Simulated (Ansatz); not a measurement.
LaB6 (Pm-3m): the Drude term of Re ε in the infrared

Re ε of LaB6 (Pm-3m) at low photon energies is read from one computed spectrum; the carriers' damping was typed as γ = 0.1 eV.

Symmetry: Pm-3m, No. 221, cubic system. Conventional cell: a = 4.157 Å, b = 4.157 Å, c = 4.157 Å, α = 90.00°, β = 90.00°, γ = 90.00°. La on site a has 24 B at 3.05 Å as nearest neighbours. B on site f is surrounded by 5 B at 1.64 to 1.78 Å.

Method: Ansatz 0.2.0, PBE, independent particles, k-mesh 6×6×6 with interpolation inside its cells, Gaussian parameter 0.15 eV.

Launch of the response step: `ansatz run input.yaml --threads 4 --pin off --max-ram 8192MiB --backend cpu --events-out ev --progress --plain --runs-dir out`. The run took 50 s, on 4 threads of Arm Neoverse V1 (shared host).

```tsv
photon energy E (eV)	wavelength (µm)	Re ε
0.25	4.96	-370.3
0.30	4.13	-288.0
0.35	3.54	-232.4
0.40	3.10	-188.8
0.50	2.48	-123.9
0.60	2.07	?
0.70	1.77	-58.1
```

A Drude term over a constant background gives Re ε = ε_b − ωp²/(E² + γ²), linear in 1/(E² + γ²).

Working, on the rows shown:

| x = 1/(E² + γ²) (eV⁻²) | y = Re ε |
| --- | --- |
| 13.7931 | -370.3 |
| 10 | -288 |
| 7.54717 | -232.4 |
| 5.88235 | -188.8 |
| 3.84615 | -123.9 |
| 2 | -58.1 |

Means: x̄ = 7.1781, ȳ = -210.25. Σ(x − x̄)(y − ȳ) = -2390, Σ(x − x̄)² = 91.45. Slope = -2390 / 91.45 = -26.13; intercept = ȳ − slope · x̄ = -22.682. The line misses the rows shown by at most 17.

Problem. What does the fit predict for the withheld row, and how well does it do?

Solution. At x = 2.7027 the line gives y = -93.305. The run gave -83.2, so the interpolation is off by 10, 3 % of the range in the table.

Refitted with all rows, the slope is -26.49 and the intercept -18.905. These give ωp = √(−slope) = 5.15 eV, against 5.30 eV from the program's Fermi-surface sum, and an intercept of -18.9. Taking the program's Drude term off the rows leaves 17 at the lowest energy and -2 at the highest, so the background isn't constant: interband transitions lie in or near the window, and neither fitted number can be trusted. The values come from a sum over the points of one k-mesh and carry its error, which is largest for Fermi-surface quantities. Spin-orbit coupling is left out.

[Logs are printed without paths, hosts, clocks, repeated set-up lines and the standing remarks that a program may print on its own settings, such as how far it seeks lower states.]
